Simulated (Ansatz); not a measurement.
# What HfCdS3 (model cell, started as cubic perovskite with Hf in the octahedra) distorts into, part 2 of 3

Aim: this structure of HfCdS3 (model cell, started as cubic perovskite with Hf in the octahedra) is to be tested for unstable modes, and one is followed downhill.

Ansatz 0.2.0; DFT PBEsol, scalar-relativistic, plane waves, PAW; PAW set soft_1.

So far, highest frequency on the path or at a solved wavevector (cm⁻¹): step 2 (phonons on a q mesh) 476. Also lowest frequency on the path (cm⁻¹): step 2 -192.

The structure was built from a prototype and need not be the compound's stable phase.

### Step 4. The mode frozen in, largest atomic shift 0.6 Å

The atoms are moved along the unstable eigenvector, the largest shift by 0.6 Å, with the cell fixed.

File input.yaml:

```yaml
crystal:
  lattice:
    - [4.883728423, 4.883728423, 0.0]
    - [4.883728423, 0.0, 4.883728423]
    - [4.883728423, 0.0, -4.883728423]
  atoms:
    - { symbol: Cd, position: [0.0, 0.0, 0.0] }
    - { symbol: Cd, position: [0.0, 0.5, 0.5] }
    - { symbol: Hf, position: [0.5, 0.25, 0.75] }
    - { symbol: Hf, position: [0.5, 0.75, 0.25] }
    - { symbol: S, position: [0.5868729855, 0.0, 1.0] }
    - { symbol: S, position: [0.4131270145, 0.5, 0.5] }
    - { symbol: S, position: [0.0, 0.4131270145, 0.0] }
    - { symbol: S, position: [0.0, 0.0868729855, 0.5] }
    - { symbol: S, position: [0.4131270145, 0.5868729855, 0.0] }
    - { symbol: S, position: [0.5868729855, -0.0868729855, 0.5] }
kpoints:
  mp_grid: { grid: [8, 8, 8] }
hamiltonian:
  xc: pbesol
  pseudopotentials: { kind: paw, azcp: { folder: soft_1 }, xc_functional: pbe }
scf:
  occupations: { method: methfessel_paxton, width: 0.2 }
output:
  forces: true
  stress: true
  eigenvalues: true
```

Command:

```console
$ ansatz run input.yaml --threads 4 --pin off --max-ram 16384MiB --backend cpu --events-out ev --progress --plain --runs-dir out
```

Numbers of over 12 decimals in the logs are rounded to 6 here.

Log:

```text
[...]
Crystal: 10 atoms, lattice volume = 232.962 Å³
Basis set: ecut = 420 eV, 4573 PW (Γ), exchange–correlation on 96×96×96 points (8 copies of the dense FFT grid, shifted against one another)
Bands: 77, of which v1, the nominal top of the filled ones, is band 64 counted from 1 (63 counted from 0)
Symmetry: 12 space group operations
[...]
k-points: 65 of 512
[...]
k-point 0: bands = [... 60 lower, 7.4999, 7.7857, 7.7857, 7.8957, 8.7684, 9.1928, 9.3160, 9.3160, ... 7 higher]
  k-point 1: bands = [... 60 lower, 7.3772, 7.5515, 7.7952, 7.7952, 8.7977, 9.2514, 9.5354, 9.5354, ... 7 higher]
  k-point 2: bands = [... 60 lower, 7.2329, 7.2329, 7.7181, 7.7181, 8.8985, 9.4038, 9.9936, 9.9936, ... 7 higher]
  k-point 64: bands = [... 60 lower, 6.6553, 7.0489, 7.4435, 7.4884, 9.0552, 9.4005, 9.7706, 10.7588, ... 7 higher]
[key lines of the parts left out:]
SCF converged after 9 iterations
Free energy (F): -52884.246881 eV
Fermi energy:    8.228509 eV
P = ⅓ Tr σ = -5.1888 GPa (-51.888 kbar)
```

It took 16 s on 4 threads of Arm Neoverse V2, shared host; peak memory 1.2 GiB.

Numbers from this step:

```
pressure                         : -5.189 GPa
gap on the k-mesh                : 0.7041 eV
energy from the undistorted cell : -309.6 meV/atom
```

The energy, extrapolated to zero smearing, is -309.63 meV/atom against the undistorted cell.

The run ends at a pressure of -5.19 GPa, with forces up to 1.1 eV/Å.

### Step 5. Energy along the mode, all amplitudes (two of the runs are shown above)

An imaginary frequency means negative curvature, so the energy should fall and then rise again as anharmonic terms take over.

This step gave:

```
depth at the lowest point sampled  : 309.6 meV/atom
largest atomic shift at that point : 0.6 Å
```

The energy from the parent by largest atomic shift:

```
largest atomic shift (Å)  energy from the parent (meV/atom)
                   0.000                                  0
                   0.040                              -2.01
                   0.080                              -7.92
                   0.140                              -23.3
                   0.220                              -54.0
                   0.320                               -109
                   0.450                               -202
                   0.600                               -310
```

Displacement at unit largest shift by atom:

```
atom   x (Å)   y (Å)   z (Å)   size
 Cd1   0.000   0.000   0.000  0.000
 Cd2   0.000   0.000   0.000  0.000
 Hf3   0.000   0.000   0.000  0.000
 Hf4   0.000   0.000   0.000  0.000
  S5   0.707   0.707   0.000  1.000
  S6  -0.707  -0.707   0.000  1.000
  S7  -0.707   0.000  -0.707  1.000
  S8   0.707   0.000   0.707  1.000
  S9   0.000  -0.707   0.707  1.000
 S10   0.000   0.707  -0.707  1.000
```

The lowest of the steps tried is the last one, at 0.6 Å, 310 meV/atom below the parent; the bottom of the well need not coincide with a step.

### Step 6. Relaxation from the frozen mode

Starting from the lowest point found, all atoms and the cell are let go, so that strain and other modes of the same symmetry can join in.

Edit input.yaml of step 4 so:

```diff
@@ -27 +27,6 @@
   eigenvalues: true
+relax:
+  adjacent_minimum: "off"
+  f_tol: 0.002
+  max_steps: 120
+  cell: { stress_tol: 0.03 }
```

Log:

```text
[...]
Crystal: 10 atoms, lattice volume = 232.962 Å³
Basis set: ecut = 420 eV, 4573 PW (Γ), exchange–correlation on 96×96×96 points (8 copies of the dense FFT grid, shifted against one another)
Bands: 77, of which v1, the nominal top of the filled ones, is band 64 counted from 1 (63 counted from 0)
Symmetry: 12 space group operations
[...]
k-points: 65 of 512
[...]
SCF iter   1: F=—  HF=-52887.056605 eV  |F-HF|=—  |Δ(HF+E_count)|=         —  Δρ=4.66e-2  dr2=1.07e1  ethr=3.10e-3  ⟨swp⟩=6.4  Hψ=19099  notcnv=0
[...]
SCF iter   9: F=-52884.246881 eV  HF=-52884.246881 eV  |F-HF|=4.72e-8  |Δ(HF+E_count)|=   7.82e-7  S|Δr|=    0.00e0  Δρ=5.80e-6  dr2=7.82e-8  ethr=7.81e-11  ⟨swp⟩=12.3  Hψ=30298  notcnv=0
[...]
SCF 1 converged in 9 iterations: F = -52884.246881 eV  dr2 = 7.82e-8
[...]
relax step   1: F+E_penalty+E_count = -52884.24688139 eV  Δ(F+E_penalty+E_count) = +0.000e0 eV  max|allowed force component| = 7.776e-1 eV/Å  Δτ_max = 0.0000 Å  P = -5.189 GPa  Ω = 232.962 Å³  (9 SCF iters, dr2 threshold 1.00e-7 eV, accepted)
Crystal: 10 atoms, lattice volume = 214.616 Å³
Basis set: ecut = 420 eV, 4171 PW (Γ), exchange–correlation on 96×96×96 points (8 copies of the dense FFT grid, shifted against one another)
[...]
SCF iter   8: F=-52885.822714 eV  HF=-52885.822714 eV  |F-HF|=1.48e-8  |Δ(HF+E_count)|=   5.20e-8  S|Δr|=    0.00e0  Δρ=4.19e-6  dr2=3.25e-8  ethr=7.81e-10  ⟨swp⟩=7.8  Hψ=26745  notcnv=0
SCF 2 converged in 8 iterations: F = -52885.822714 eV  dr2 = 3.25e-8
relax step   2: F+E_penalty+E_count = -52885.82271443 eV  Δ(F+E_penalty+E_count) = -1.576e0 eV  max|allowed force component| = 3.941e-1 eV/Å  Δτ_max = 0.1958 Å  P = -0.132 GPa  Ω = 214.616 Å³  energy of the carried Pulay correction = +3.765e-3 eV  (8 SCF iters, dr2 threshold 1.00e-6 eV, accepted)
Crystal: 10 atoms, lattice volume = 212.334 Å³
[...]
SCF iter   8: F=-52885.631688 eV  HF=-52885.631689 eV  |F-HF|=2.19e-7  |Δ(HF+E_count)|=   3.39e-7  S|Δr|=    0.00e0  Δρ=1.07e-5  dr2=3.40e-7  ethr=7.81e-10  ⟨swp⟩=10.8  Hψ=32858  notcnv=0
SCF 3 converged in 8 iterations: F = -52885.631688 eV  dr2 = 3.40e-7
relax step   3: F+E_penalty+E_count = -52885.63168833 eV  Δ(F+E_penalty+E_count) = +1.910e-1 eV  max|allowed force component| = 7.758e-1 eV/Å  Δτ_max = 0.1496 Å  P = +2.615 GPa  Ω = 212.334 Å³  energy of the carried Pulay correction = +4.255e-3 eV  (8 SCF iters, dr2 threshold 1.00e-6 eV, rejected (line search))
[...]
relax step   4: F+E_penalty+E_count = -52885.97525708 eV  Δ(F+E_penalty+E_count) = -1.525e-1 eV  max|allowed force component| = 4.110e-2 eV/Å  Δτ_max = 0.0584 Å  P = -0.248 GPa  Ω = 215.569 Å³  energy of the carried Pulay correction = +3.562e-3 eV  (10 SCF iters, accepted)
[...]
relax step   5: F+E_penalty+E_count = -52885.97721597 eV  Δ(F+E_penalty+E_count) = -1.959e-3 eV  max|allowed force component| = 5.147e-3 eV/Å  Δτ_max = 0.0034 Å  P = +0.049 GPa  Ω = 215.151 Å³  energy of the carried Pulay correction = +3.651e-3 eV  (5 SCF iters, dr2 threshold 4.04e-7 eV, accepted)
[...]
relax step   6: F+E_penalty+E_count = -52885.97735600 eV  Δ(F+E_penalty+E_count) = -1.400e-4 eV  max|allowed force component| = 3.130e-3 eV/Å  Δτ_max = 0.0025 Å  P = +0.005 GPa  Ω = 215.154 Å³  energy of the carried Pulay correction = +3.650e-3 eV  (6 SCF iters, dr2 threshold 2.00e-8 eV, accepted)
[...]
relax step   7: F+E_penalty+E_count = -52885.97736420 eV  Δ(F+E_penalty+E_count) = -8.198e-6 eV  max|allowed force component| = 3.100e-5 eV/Å  Δτ_max = 0.0007 Å  P = +0.001 GPa  Ω = 215.180 Å³  energy of the carried Pulay correction = +3.645e-3 eV  (6 SCF iters, dr2 threshold 6.12e-10 eV, accepted)
Basis set: ecut = 420 eV, 4177 PW (Γ), exchange–correlation on 90×90×96 points (8 copies of the dense FFT grid, shifted against one another)
[...]
SCF iter   7: F=-52885.974377 eV  HF=-52885.974377 eV  |F-HF|=1.46e-11  |Δ(HF+E_count)|=  1.75e-10  S|Δr|=    0.00e0  Δρ=5.23e-8  dr2=6.44e-12  ethr=1.00e-12  ⟨swp⟩=6.1  Hψ=22843  notcnv=0
SCF 8 converged in 7 iterations: F = -52885.974377 eV  dr2 = 6.44e-12
relax step   8: F+E_penalty+E_count = -52885.97437700 eV  Δ(F+E_penalty+E_count) = +2.987e-3 eV  max|allowed force component| = 1.468e-4 eV/Å  Δτ_max = 0.0000 Å  P = -0.005 GPa  Ω = 215.180 Å³  stress off target by 8.25e-3 GPa  SCF on the basis re-selected at this cell (its energy is not comparable with the rows above)  (7 SCF iters)
basis re-selected at this cell: Δ(F+E_penalty+E_count) = +2.987e-3 eV, ΔP = -0.006 GPa vs the last step (what re-selecting the basis moved, of the pressure what is left beyond the Pulay correction that the steps carried, after the strain that the cell walked since its last selection, with what the two solves' SCF thresholds leave and, on support functions, any second-order correction that the steps lacked; it is no measure of the basis error at this ecutwfc). The dense FFT grid was sized anew with the basis: this SCF ran on 45×45×48 points, the steps before it on 48×48×48, so part of this shift can come from that change (see relax.cell in the input reference). [rest of the remark cut]
SCF converged after 7 iterations
[...]
Free energy (F): -52885.974377 eV
[...]
Internal energy: -52885.974383 eV  (E = F + TS)
E sigma→0 (E₀):  -52885.974378 eV
Entropy (-TS):   0.000006 eV (0.001 meV/atom)
Fermi energy:    9.523646 eV
[...]
--- Forces (eV/Å), atoms counted from 1 ---
  atom   1  Cd    -0.00000000    -0.00000000    -0.00000000
  atom   2  Cd     0.00000000     0.00000000     0.00000000
  atom   3  Hf    -0.00000000    -0.00000000     0.00000000
  atom   4  Hf    -0.00000000     0.00000000     0.00000000
  atom   5  S      0.00014684     0.00014684     0.00000000
  atom   6  S     -0.00014684    -0.00014684    -0.00000000
  atom   7  S     -0.00014684     0.00000000    -0.00014684
  atom   8  S      0.00014684    -0.00000000     0.00014684
  atom   9  S     -0.00000000    -0.00014684     0.00014684
  atom  10  S      0.00000000     0.00014684    -0.00014684
  max |Σ_I F_I| component: 5.05e-18 eV/Å
--- Stress (GPa, compression-positive) ---
       -0.005359      -0.002892      -0.002892
       -0.002892      -0.005359       0.002892
       -0.002892       0.002892      -0.005359
  P = ⅓ Tr σ = -0.0054 GPa (-0.054 kbar)
--- Band table (eV; the first three rows and the last of 65) ---
  k-point 0: bands = [... 60 lower, 8.5776, 8.7744, 8.7744, 9.0119, 10.3717, 10.4848, 10.4848, 11.7946, ... 9 higher]
  k-point 1: bands = [... 60 lower, 8.4772, 8.6654, 8.8116, 8.8116, 10.4655, 10.6768, 10.6768, 11.8771, ... 9 higher]
  k-point 2: bands = [... 60 lower, 8.3615, 8.3615, 8.7822, 8.7822, 10.6220, 11.1001, 11.1001, 11.8714, ... 9 higher]
  k-point 64: bands = [... 60 lower, 7.8072, 8.0416, 8.1585, 8.3976, 10.3624, 10.7416, 10.7537, 11.7342, ... 9 higher]
--- Relaxed structure (7 steps of the walk, 6 accepted, 1 SCFs on fresh bases) ---
  F+E_penalty+E_count = -52885.97437700 eV   max|allowed force component| = 1.468e-4 eV/Å   (the final SCF, on the basis selected at the relaxed cell)
  cell:  # Å, volume = 215.1797 Å³
    - [4.652710, 4.652710, 4.163336342344337e-17]
    - [4.652710, 4.163336342344337e-17, 4.652710]
    - [4.864259, -0.211549, -4.864259]
  atoms:
    - { symbol: Cd, position: [1.1277750438143827e-18, -8.591514605436315e-19, -2.7306364249836296e-19] }
    - { symbol: Cd, position: [-5.312590645178972e-18, 0.500000, 0.5] }
    - { symbol: Hf, position: [0.5, 0.25, 0.750000] }
    - { symbol: Hf, position: [0.500000, 0.750000, 0.250000] }
    - { symbol: S, position: [0.624424, 1.1102230246251565e-16, 1.000000] }
    - { symbol: S, position: [0.375576, 0.500000, 0.500000] }
    - { symbol: S, position: [1.734723475976807e-18, 0.375576, 0.0] }
    - { symbol: S, position: [-3.469446951953614e-18, 0.124424, 0.5] }
    - { symbol: S, position: [0.375576, 0.624424, -5.551115123125783e-17] }
    - { symbol: S, position: [0.624424, -0.124424, 0.5] }
```

It took 2.3 min on 4 threads; peak memory 1.3 GiB; 9 min of CPU time.

The steps of the relaxation:

```
step  energy less that of the first step (eV)  largest force component (eV/Å)  pressure (GPa)  volume (Å³)
   1                                   0.0000                          0.7776           -5.19       232.96
   2                                  -1.5758                          0.3941           -0.13       214.62
   3                                  -1.3848                          0.7758            2.62       212.33
   4                                  -1.7284                          0.0411           -0.25       215.57
   5                                  -1.7303                          0.0051            0.05       215.15
   6                                  -1.7305                          0.0031            0.00       215.15
   7                                  -1.7305                          0.0000            0.00       215.18
  8*                                  -1.7275                          0.0001           -0.01       215.18
```

Relaxation steps marked * repeat the geometry before them on a plane-wave basis chosen anew for their cell, so energy and pressure can jump there. Relaxation step 3 was tried and not accepted.

The run keeps the 12 symmetry operations that it works with, so distortions that break them were not tested.

```
conventional cell, symmetrised  before   after  change
                         a (Å)   6.907   6.580  -4.7 %
                         b (Å)   6.907   6.580  -4.7 %
                         c (Å)  16.918  17.217  +1.8 %
              volume (Å³/atom)   23.30   21.52  -7.6 %
```

The atoms that moved most (Å, as changes of fractional coordinates times the final cell):

```
atom      dx      dy      dz  length
  S7  -0.175   0.000  -0.175   0.247
  S6  -0.175  -0.175   0.000   0.247
  S9   0.000  -0.175   0.175   0.247
  S8   0.175   0.000   0.175   0.247
  S5   0.175   0.175   0.000   0.247
 S10   0.000   0.175  -0.175   0.247
```

This step gave:

| Item | Value |
| --- | --- |
| pressure | -0.005359 GPa |
| volume per atom | 21.52 Å³ |
| gap on the k-mesh | 1.076 eV |

The distorted start has space group R-3c; the relaxation ends in R-3c.

### Step 7. The new phase in its own primitive cell

The relaxed structure is symmetrised, reduced to its primitive cell and relaxed tightly, as its phonons need.

File input.yaml:

```yaml
crystal:
  lattice:
    - [3.2899627313, 1.8994608685, 5.7388998122]
    - [-3.2899627313, 1.8994608685, 5.7388998122]
    - [0.0, -3.7989217371, 5.7388998122]
  atoms:
    - { symbol: Cd, position: [0.75, 0.75, 0.75] }
    - { symbol: Cd, position: [0.25, 0.25, 0.25] }
    - { symbol: Hf, position: [0.5, 0.5, 0.5] }
    - { symbol: Hf, position: [0.0, 0.0, 0.0] }
    - { symbol: S, position: [0.3744241639, 0.75, 0.1255758361] }
    - { symbol: S, position: [0.6255758361, 0.25, 0.8744241639] }
    - { symbol: S, position: [0.1255758361, 0.3744241639, 0.75] }
    - { symbol: S, position: [0.8744241639, 0.6255758361, 0.25] }
    - { symbol: S, position: [0.75, 0.1255758361, 0.3744241639] }
    - { symbol: S, position: [0.25, 0.8744241639, 0.6255758361] }
kpoints:
  mp_grid: { grid: [6, 6, 6] }
hamiltonian:
  xc: pbesol
  pseudopotentials: { kind: paw, azcp: { folder: soft_1 }, xc_functional: pbe }
scf:
  occupations: { method: fixed }
output:
  forces: true
  stress: true
  eigenvalues: true
relax:
  adjacent_minimum: "off"
  f_tol: 0.001
  max_steps: 60
  cell: { stress_tol: 0.01 }
```

Log:

```text
[...]
Crystal: 10 atoms, lattice volume = 215.180 Å³
Basis set: ecut = 420 eV, 4177 PW (Γ), exchange–correlation on 96×96×96 points (8 copies of the dense FFT grid, shifted against one another)
Bands: 77, of which v1, the nominal top of the filled ones, is band 64 counted from 1 (63 counted from 0)
Symmetry: 12 space group operations
[...]
k-points: 32 of 216
[...]
- { symbol: Hf, position: [0.500000, 0.500000, 0.5] }
    - { symbol: Hf, position: [0.0, 0.0, 0.0] }
    - { symbol: S, position: [0.3744241639, 0.750000, 0.125576] }
    - { symbol: S, position: [0.625576, 0.250000, 0.8744241639] }
    - { symbol: S, position: [0.125576, 0.374424, 0.75] }
    - { symbol: S, position: [0.874424, 0.6255758361, 0.25] }
    - { symbol: S, position: [0.75, 0.125576, 0.3744241639] }
    - { symbol: S, position: [0.250000, 0.874424, 0.6255758361] }
[key lines of the parts left out:]
SCF converged after 9 iterations
Free energy (F): -52885.974063 eV
Fermi energy:    9.011963 eV
P = ⅓ Tr σ = -0.0040 GPa (-0.040 kbar)
```

It took 18 s on 4 threads; peak memory 0.91 GiB; 68 s of CPU time.

Little changed from the start: no atom moved by 0.005 Å and no cell edge by 0.1 %.

Numbers from this step:

| Item | Value |
| --- | --- |
| pressure | -0.004021 GPa |
| direct gap on mesh | 1.360 eV |

The largest force component left is 0.40 meV/Å and the pressure is -0.004 GPa, within the tolerances set. The cell now holds 21.52 Å³/atom.

(Part 2 of 3 ends here.)

[Logs are printed without paths, hosts, clocks, repeated set-up lines and the standing remarks that a program may print on its own settings, such as how far it seeks lower states.]

[Hosts, paths, dates, database ids (printed as entryN), source tags and the programs' standing remarks are cut or masked in the printed files.]
